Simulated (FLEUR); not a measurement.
**KMnF3: which magnetic order is lowest**

Aim: find out whether KMnF3 carries moments, and which collinear order costs least.

Calculated with FLEUR MaX-R8.1; PBEsol; all-electron FLAPW, Dirac cores, scalar-relativistic bands.

This is a report of a sequence of runs, with most program output left out.

### Step 1. Set-up

Symmetry: Pm-3m, No. 221, cubic system. Conventional cell: a = 4.189 Å, b = 4.189 Å, c = 4.189 Å, α = 90.00°, β = 90.00°, γ = 90.00°. Nearest to K lie 12 F at 2.96 Å. Nearest to Mn lie 6 F at 2.09 Å. F has 2 Mn at 2.09 Å and 4 K at 2.96 Å nearest. Farther neighbours and most contacts between anions are not listed.

Coordinates:

```
K Mn F
1.0
     4.18930    0.00000    0.00000
     0.00000    4.18930    0.00000
     0.00000    0.00000    4.18930
K Mn F
1 1 3
Direct
  0.50000 0.50000 0.50000
  0.00000 0.00000 0.00000
  0.50000 0.00000 0.00000
  0.00000 0.50000 0.00000
  0.00000 0.00000 0.50000
```

### Step 2. Run 1 (ferro +)

The parallel start is the test of whether parallel moments hold.

inpgen writes inp.xml from crystal.txt; cutoffs, mixing, functional, smearing and local orbitals are then set in the file. The k list default-1 (kpts.xml, not shown) is a Γ-centred 6×6×6 mesh; where the ranks do not divide the number of points, some are split in two of half the weight.

inp.xml

```
<?xml version="1.0" encoding="UTF-8" standalone="no"?>
<fleurInput fleurInputVersion="0.39">
   <comment>
      KMnF3
   </comment>
   <calculationSetup>
      <cutoffs Kmax="4.32" Gmax="13.0" GmaxXC="13.0" numbands="0"/>
      <scfLoop itmax="130" minDistance="0.00002" maxIterBroyd="15" imix="Anderson" alpha="0.05" precondParam="0.0" spinf="2.0" sdNocoIR="T"/>
      <coreElectrons ctail="T" frcor="F" kcrel="0" coretail_lmax="0"/>
      <xcFunctional name="PBEs" relativisticCorrections="F"/>
      <magnetism jspins="2"/>
      <soc l_soc="F" theta="0.0" phi="0.0" spav="F"/>
      <expertModes spex="0" secvar="F"/>
      <geometryOptimization l_f="F" forcealpha="1.0" forcemix="BFGS" epsdisp="0.00001" epsforce="0.00001"/>
      <ldaU l_linMix="F" mixParam="0.05" spinf="1.0"/>
   </calculationSetup>
   <cell>
      <bzIntegration valenceElectrons="45.0" mode="hist" fermiSmearingEnergy="0.00293995">
         <kPointListSelection listName="default-1"/>
         <xi:include xmlns:xi="http://www.w3.org/2001/XInclude" href="kpts.xml"> </xi:include>
      </bzIntegration>
      <xi:include xmlns:xi="http://www.w3.org/2001/XInclude" href="sym.xml"> </xi:include>
      <bulkLattice scale="1.0">
         <bravaisMatrix>
            <row-1>    7.9166296537867797     0.0000000000000000     0.0000000000000000</row-1>
            <row-2>    0.0000000000000000     7.9166296537867797     0.0000000000000000</row-2>
            <row-3>    0.0000000000000000     0.0000000000000000     7.9166296537867797</row-3>
         </bravaisMatrix>
      </bulkLattice>
   </cell>
   <atomSpecies>
      <species name="Potassium (K)" element="K" atomicNumber="19">
         <mtSphere radius="2.8" gridPoints="925" logIncrement="0.013"/>
         <atomicCutoffs lmax="10" lnonsphr="8"/>
         <electronConfig flipSpins="F">
            <coreConfig>(1s1/2) (2s1/2) (2p1/2) (2p3/2)</coreConfig>
            <valenceConfig>(3s1/2) (3p1/2) (3p3/2) (4s1/2)</valenceConfig>
            <stateOccupation state="(4s1/2)" spinUp="0.500000" spinDown="0.500000"/>
         </electronConfig>
         <energyParameters s="4" p="4" d="3" f="4"/>
         <lo type="SCLO" l="0" n="3" eDeriv="0"/>
         <lo type="SCLO" l="1" n="3" eDeriv="0"/>
      </species>
      <species name="Manganese 4.502" element="Mn" atomicNumber="25">
         <mtSphere radius="2.47" gridPoints="817" logIncrement="0.015"/>
         <atomicCutoffs lmax="10" lnonsphr="8"/>
         <electronConfig flipSpins="F">
            <coreConfig>(1s1/2) (2s1/2) (2p1/2) (2p3/2)</coreConfig>
            <valenceConfig>(3s1/2) (3p1/2) (3p3/2) (4s1/2) (3d3/2) (3d5/2)</valenceConfig>
            <stateOccupation state="(3d3/2)" spinUp="1.751" spinDown="0.249"/>
            <stateOccupation state="(3d5/2)" spinUp="3.0" spinDown="0.0"/>
         </electronConfig>
         <energyParameters s="4" p="4" d="3" f="4"/>
         <lo type="SCLO" l="0" n="3" eDeriv="0"/>
         <lo type="SCLO" l="1" n="3" eDeriv="0"/>
      </species>
      <species name="Fluorine (F)" element="F" atomicNumber="9">
         <mtSphere radius="1.39" gridPoints="461" logIncrement="0.023"/>
         <atomicCutoffs lmax="6" lnonsphr="4"/>
         <electronConfig flipSpins="F">
            <coreConfig>(1s1/2)</coreConfig>
            <valenceConfig>(2s1/2) (2p1/2) (2p3/2)</valenceConfig>
            <stateOccupation state="(2p1/2)" spinUp="0.833333" spinDown="0.833333"/>
            <stateOccupation state="(2p3/2)" spinUp="1.666667" spinDown="1.666667"/>
         </electronConfig>
         <energyParameters s="2" p="2" d="3" f="4"/>
      </species>
   </atomSpecies>
   <atomGroups>
      <atomGroup species="Potassium (K)">
         <relPos label="                   1">1.000/2.000 1.000/2.000 1.000/2.000</relPos>
         <force calculate="T" relaxXYZ="TTT"/>
      </atomGroup>
      <atomGroup species="Manganese 4.502">
         <relPos label="                   2">.0000000000 .0000000000 .0000000000</relPos>
         <force calculate="T" relaxXYZ="TTT"/>
      </atomGroup>
      <atomGroup species="Fluorine (F)">
         <relPos label="                   3">1.000/2.000 .0000000000 .0000000000</relPos>
         <relPos label="                   4">.0000000000 1.000/2.000 .0000000000</relPos>
         <relPos label="                   5">.0000000000 .0000000000 1.000/2.000</relPos>
         <force calculate="T" relaxXYZ="TTT"/>
      </atomGroup>
   </atomGroups>
   <output dos="F" band="F" slice="F">
      <bandDOS minEnergy="-.5*Htr" maxEnergy="0.5*Htr" sigma="0.015" storeEVData="T"/>
      <plotting iplot="0" polar="F">
         <plot TwoD="T" vec1="  1.0  0.0  0.0" vec2="  0.0  1.0  0.0" vec3="  0.0  0.0  1.0" zero="  0.0  0.0  0.0" file="plot"/>
      </plotting>
      <moessbauerParams electricFieldGradient="F" isomerShift="F" coreHyperfine="F" valenceHyperfine="F"/>
   </output>
</fleurInput>
```

crystal.txt

```
KMnF3
&input film=F cartesian=F /
4.18930000000  0.00000000000  0.00000000000
0.00000000000  4.18930000000  0.00000000000
0.00000000000  0.00000000000  4.18930000000
1.8897261246
1.0 1.0 1.0

5
19 0.50000000000  0.50000000000  0.50000000000
25 0.00000000000  0.00000000000  0.00000000000 : 4.502
9 0.50000000000  0.00000000000  0.00000000000
9 0.00000000000  0.50000000000  0.00000000000
9 0.00000000000  0.00000000000  0.50000000000

&kpt div1=6 div2=6 div3=6 gamma=T /
```

Launch:

```console
> OMP_NUM_THREADS=1 inpgen -f crystal.txt > inpgen.log  # inp.xml is then edited as shown
> OMP_NUM_THREADS=1 mpirun -n 4 fleur_MPI > fleur.log
```

Elapsed: 48 s, on 4 MPI ranks of Arm Neoverse V1, shared host; peak memory 0.31 GiB.

Spin moment in the muffin-tin sphere by atom:

```csv
atom,spin moment in the muffin-tin sphere (μB)
K1,0.00
Mn2,4.63
F3,0.07
F4,0.07
F5,0.07
```

This step gave:

- free energy: -55996.5094 eV
- program's band gap on this mesh (in a metal only a level spacing): 1.158 eV
- magnetization: 5 μB
- final state: ferromagnetic

After 18 cycles the largest moment stands at 4.63 μB.

### Step 3. Order 2, typed as antiferro q=(0,1/2,1/2) +-

An opposed order shows whether neighbours prefer unlike signs.

This order needs a doubled cell of 10 atoms. The mesh is halved along the doubled vector, so that both cells sample the same points. The k list default-1 (kpts.xml, not shown) is a Γ-centred 6×3×6 mesh.

inp.xml: that of step 2 with these lines changed.

```diff
@@ -17,3 +17,3 @@
    <cell>
-      <bzIntegration valenceElectrons="45.0" mode="hist" fermiSmearingEnergy="0.00293995">
+      <bzIntegration valenceElectrons="90.0" mode="hist" fermiSmearingEnergy="0.00293995">
          <kPointListSelection listName="default-1"/>
@@ -25,4 +25,4 @@
             <row-1>    7.9166296537867797     0.0000000000000000     0.0000000000000000</row-1>
-            <row-2>    0.0000000000000000     7.9166296537867797     0.0000000000000000</row-2>
-            <row-3>    0.0000000000000000     0.0000000000000000     7.9166296537867797</row-3>
+            <row-2>    0.0000000000000000    15.8332593075735595     0.0000000000000000</row-2>
+            <row-3>    0.0000000000000000     7.9166296537867797     7.9166296537867797</row-3>
          </bravaisMatrix>
@@ -56,2 +56,15 @@
       </species>
+      <species name="Manganese -4.502" element="Mn" atomicNumber="25">
+         <mtSphere radius="2.47" gridPoints="817" logIncrement="0.015"/>
+         <atomicCutoffs lmax="10" lnonsphr="8"/>
+         <electronConfig flipSpins="F">
+            <coreConfig>(1s1/2) (2s1/2) (2p1/2) (2p3/2)</coreConfig>
+            <valenceConfig>(3s1/2) (3p1/2) (3p3/2) (4s1/2) (3d3/2) (3d5/2)</valenceConfig>
+            <stateOccupation state="(3d3/2)" spinUp="0.249" spinDown="1.751"/>
+            <stateOccupation state="(3d5/2)" spinUp="0.0" spinDown="3.0"/>
+         </electronConfig>
+         <energyParameters s="4" p="4" d="3" f="4"/>
+         <lo type="SCLO" l="0" n="3" eDeriv="0"/>
+         <lo type="SCLO" l="1" n="3" eDeriv="0"/>
+      </species>
       <species name="Fluorine (F)" element="F" atomicNumber="9">
@@ -70,3 +83,4 @@
       <atomGroup species="Potassium (K)">
-         <relPos label="                   1">1.000/2.000 1.000/2.000 1.000/2.000</relPos>
+         <relPos label="                   1">1.000/2.000 .0000000000 1.000/2.000</relPos>
+         <relPos label="                   2">1.000/2.000 1.000/2.000 1.000/2.000</relPos>
          <force calculate="T" relaxXYZ="TTT"/>
@@ -74,3 +88,7 @@
       <atomGroup species="Manganese 4.502">
-         <relPos label="                   2">.0000000000 .0000000000 .0000000000</relPos>
+         <relPos label="                   3">.0000000000 .0000000000 .0000000000</relPos>
+         <force calculate="T" relaxXYZ="TTT"/>
+      </atomGroup>
+      <atomGroup species="Manganese -4.502">
+         <relPos label="                   4">.0000000000 1.000/2.000 .0000000000</relPos>
          <force calculate="T" relaxXYZ="TTT"/>
@@ -78,5 +96,17 @@
       <atomGroup species="Fluorine (F)">
-         <relPos label="                   3">1.000/2.000 .0000000000 .0000000000</relPos>
-         <relPos label="                   4">.0000000000 1.000/2.000 .0000000000</relPos>
-         <relPos label="                   5">.0000000000 .0000000000 1.000/2.000</relPos>
+         <relPos label="                   5">1.000/2.000 .0000000000 .0000000000</relPos>
+         <force calculate="T" relaxXYZ="TTT"/>
+      </atomGroup>
+      <atomGroup species="Fluorine (F)">
+         <relPos label="                   6">1.000/2.000 1.000/2.000 .0000000000</relPos>
+         <force calculate="T" relaxXYZ="TTT"/>
+      </atomGroup>
+      <atomGroup species="Fluorine (F)">
+         <relPos label="                   7">.0000000000 1.000/4.000 .0000000000</relPos>
+         <relPos label="                   8">.0000000000 -1.000/4.000 .0000000000</relPos>
+         <force calculate="T" relaxXYZ="TTT"/>
+      </atomGroup>
+      <atomGroup species="Fluorine (F)">
+         <relPos label="                   9">.0000000000 -1.000/4.000 1.000/2.000</relPos>
+         <relPos label="                  10">.0000000000 1.000/4.000 1.000/2.000</relPos>
          <force calculate="T" relaxXYZ="TTT"/>
```

crystal.txt

```
KMnF3
&input film=F cartesian=F /
4.18930000000  0.00000000000  0.00000000000
0.00000000000  8.37860000000  0.00000000000
0.00000000000  4.18930000000  4.18930000000
1.8897261246
1.0 1.0 1.0

10
19 0.50000000000  0.00000000000  0.50000000000
19 0.50000000000  0.50000000000  0.50000000000
25 0.00000000000  0.00000000000  0.00000000000 : 4.502
25 0.00000000000  0.50000000000  0.00000000000 : -4.502
9 0.50000000000  0.00000000000  0.00000000000
9 0.50000000000  0.50000000000  0.00000000000
9 0.00000000000  0.25000000000  0.00000000000
9 0.00000000000  0.75000000000  0.00000000000
9 0.00000000000  0.75000000000  0.50000000000
9 0.00000000000  0.25000000000  0.50000000000

&kpt div1=6 div2=3 div3=6 gamma=T /
```

Run time: 8.2 min. Hardware: 4 MPI ranks; peak memory 0.87 GiB; 33 min of CPU time.

Spin moment in the muffin-tin sphere by atom:

```csv
atom,spin moment in the muffin-tin sphere (μB)
K1,0.00
K2,0.00
Mn3,4.57
Mn4,-4.57
F5,0.06
F6,-0.06
F7,0.00
F8,0.00
F9,0.00
F10,0.00
```

This step gave:

| Property | Result |
| --- | --- |
| free energy | -111993.1391 eV |
| program's band gap on this mesh (in a metal only a level spacing) | 1.842 eV |
| magnetization | 0 μB |
| final state | antiferromagnetic |

It lies 60.2 meV a seeded atom under the first start, and its largest moment is 4.57 μB against 4.63 μB.

### Step 4. Run 3 (no spin polarisation)

A spinless run gives the zero against which the gain from the moments is read.

The k list default-1 (kpts.xml, not shown) is a Γ-centred 6×6×6 mesh.

inp.xml

```
<?xml version="1.0" encoding="UTF-8" standalone="no"?>
<fleurInput fleurInputVersion="0.39">
   <comment>
      KMnF3
   </comment>
   <calculationSetup>
      <cutoffs Kmax="4.32" Gmax="13.0" GmaxXC="13.0" numbands="0"/>
      <scfLoop itmax="130" minDistance="0.00002" maxIterBroyd="15" imix="Anderson" alpha="0.05" precondParam="0.0" spinf="2.0" sdNocoIR="T"/>
      <coreElectrons ctail="T" frcor="F" kcrel="0" coretail_lmax="0"/>
      <xcFunctional name="PBEs" relativisticCorrections="F"/>
      <magnetism jspins="1"/>
      <soc l_soc="F" theta="0.0" phi="0.0" spav="F"/>
      <expertModes spex="0" secvar="F"/>
      <geometryOptimization l_f="F" forcealpha="1.0" forcemix="BFGS" epsdisp="0.00001" epsforce="0.00001"/>
      <ldaU l_linMix="F" mixParam="0.05" spinf="1.0"/>
   </calculationSetup>
   <cell>
      <bzIntegration valenceElectrons="45.0" mode="hist" fermiSmearingEnergy="0.00293995">
         <kPointListSelection listName="default-1"/>
         <xi:include xmlns:xi="http://www.w3.org/2001/XInclude" href="kpts.xml"> </xi:include>
      </bzIntegration>
      <xi:include xmlns:xi="http://www.w3.org/2001/XInclude" href="sym.xml"> </xi:include>
      <bulkLattice scale="1.0">
         <bravaisMatrix>
            <row-1>    7.9166296537867797     0.0000000000000000     0.0000000000000000</row-1>
            <row-2>    0.0000000000000000     7.9166296537867797     0.0000000000000000</row-2>
            <row-3>    0.0000000000000000     0.0000000000000000     7.9166296537867797</row-3>
         </bravaisMatrix>
      </bulkLattice>
   </cell>
   <atomSpecies>
      <species name="Potassium (K)" element="K" atomicNumber="19">
         <mtSphere radius="2.8" gridPoints="925" logIncrement="0.013"/>
         <atomicCutoffs lmax="10" lnonsphr="8"/>
         <electronConfig flipSpins="F">
            <coreConfig>(1s1/2) (2s1/2) (2p1/2) (2p3/2)</coreConfig>
            <valenceConfig>(3s1/2) (3p1/2) (3p3/2) (4s1/2)</valenceConfig>
            <stateOccupation state="(4s1/2)" spinUp="0.500000" spinDown="0.500000"/>
         </electronConfig>
         <energyParameters s="4" p="4" d="3" f="4"/>
         <lo type="SCLO" l="0" n="3" eDeriv="0"/>
         <lo type="SCLO" l="1" n="3" eDeriv="0"/>
      </species>
      <species name="Manganese (Mn)" element="Mn" atomicNumber="25">
         <mtSphere radius="2.47" gridPoints="817" logIncrement="0.015"/>
         <atomicCutoffs lmax="10" lnonsphr="8"/>
         <electronConfig flipSpins="F">
            <coreConfig>(1s1/2) (2s1/2) (2p1/2) (2p3/2)</coreConfig>
            <valenceConfig>(3s1/2) (3p1/2) (3p3/2) (4s1/2) (3d3/2) (3d5/2)</valenceConfig>
            <stateOccupation state="(3d3/2)" spinUp="1.000000" spinDown="1.000000"/>
            <stateOccupation state="(3d5/2)" spinUp="1.500000" spinDown="1.500000"/>
         </electronConfig>
         <energyParameters s="4" p="4" d="3" f="4"/>
         <lo type="SCLO" l="0" n="3" eDeriv="0"/>
         <lo type="SCLO" l="1" n="3" eDeriv="0"/>
      </species>
      <species name="Fluorine (F)" element="F" atomicNumber="9">
         <mtSphere radius="1.39" gridPoints="461" logIncrement="0.023"/>
         <atomicCutoffs lmax="6" lnonsphr="4"/>
         <electronConfig flipSpins="F">
            <coreConfig>(1s1/2)</coreConfig>
            <valenceConfig>(2s1/2) (2p1/2) (2p3/2)</valenceConfig>
            <stateOccupation state="(2p1/2)" spinUp="0.833333" spinDown="0.833333"/>
            <stateOccupation state="(2p3/2)" spinUp="1.666667" spinDown="1.666667"/>
         </electronConfig>
         <energyParameters s="2" p="2" d="3" f="4"/>
      </species>
   </atomSpecies>
   <atomGroups>
      <atomGroup species="Potassium (K)">
         <relPos label="                   1">1.000/2.000 1.000/2.000 1.000/2.000</relPos>
         <force calculate="T" relaxXYZ="TTT"/>
      </atomGroup>
      <atomGroup species="Manganese (Mn)">
         <relPos label="                   2">.0000000000 .0000000000 .0000000000</relPos>
         <force calculate="T" relaxXYZ="TTT"/>
      </atomGroup>
      <atomGroup species="Fluorine (F)">
         <relPos label="                   3">1.000/2.000 .0000000000 .0000000000</relPos>
         <relPos label="                   4">.0000000000 1.000/2.000 .0000000000</relPos>
         <relPos label="                   5">.0000000000 .0000000000 1.000/2.000</relPos>
         <force calculate="T" relaxXYZ="TTT"/>
      </atomGroup>
   </atomGroups>
   <output dos="F" band="F" slice="F">
      <bandDOS minEnergy="-.5*Htr" maxEnergy="0.5*Htr" sigma="0.015" storeEVData="T"/>
      <plotting iplot="0" polar="F">
         <plot TwoD="T" vec1="  1.0  0.0  0.0" vec2="  0.0  1.0  0.0" vec3="  0.0  0.0  1.0" zero="  0.0  0.0  0.0" file="plot"/>
      </plotting>
      <moessbauerParams electricFieldGradient="F" isomerShift="F" coreHyperfine="F" valenceHyperfine="F"/>
   </output>
</fleurInput>
```

crystal.txt

```
KMnF3
&input film=F cartesian=F /
4.18930000000  0.00000000000  0.00000000000
0.00000000000  4.18930000000  0.00000000000
0.00000000000  0.00000000000  4.18930000000
1.8897261246
1.0 1.0 1.0

5
19 0.50000000000  0.50000000000  0.50000000000
25 0.00000000000  0.00000000000  0.00000000000
9 0.50000000000  0.00000000000  0.00000000000
9 0.00000000000  0.50000000000  0.00000000000
9 0.00000000000  0.00000000000  0.50000000000

&kpt div1=6 div2=6 div3=6 gamma=T /
```

Elapsed: 28 s, on 4 MPI ranks; peak memory 0.26 GiB; 1.9 min of CPU time.

Read from the output:

```
free energy                                                       : -55993.6895 eV
program's band gap on this mesh (in a metal only a level spacing) : 0.004262 eV
final state                                                       : non-magnetic (no spin polarisation)
```

It lies 2820 meV a seeded atom over the first start.

### Step 5. Energies of the orders

Free energies are divided by the number of seeded atoms, so that cells of unlike size compare. Wavevectors q in the names are fractions of the primitive cell's reciprocal vectors.

Orders:

```csv
start,final state,typed order kept,energy over the lowest (meV a seeded atom),largest sphere moment (μB),net moment (μB a primitive cell),mesh matched,CPU time (s)
ferro +,ferromagnetic,yes,60.21,4.634,5,yes,193.7
"antiferro q=(0,1/2,1/2) +-",antiferromagnetic,yes,0,4.569,0,yes,1968
no spin polarisation,non-magnetic,-,2880,0,0,yes,111.2
```

### Step 6. Summary of results

- lowest state found: antiferromagnetic (typed antiferro q=(0,1/2,1/2) +-)
- largest site spin moment: 4.57 μB
- next finished state: ferromagnetic, 60.2 meV a seeded atom higher
- energy gained by spin polarisation: 2880 meV a seeded atom

**Reading.** The lowest state found is antiferromagnetic, reached from the start antiferro q=(0,1/2,1/2) +-, with moments up to 4.57 μB. The next finished state costs 60 meV a seeded atom. Forming the largest moments gains far more than ordering them, so they should outlast the ordering temperature. This is the lowest of 3 finished starts, no proof of the ground state.

[Logs and program files are shortened in this print: banners, set-up blocks, solver, clock and traceback lines can be left out without a mark of their own.]

[Logs are printed without paths, hosts, clocks, repeated set-up lines and the standing remarks that a program may print on its own settings, such as how far it seeks lower states.]

[Hosts, paths, dates, database ids (printed as entryN), source tags and the programs' standing remarks are cut or masked in the printed files.]

[Where a cell is said to come from a database of computed structures, the database is the Materials Project.]
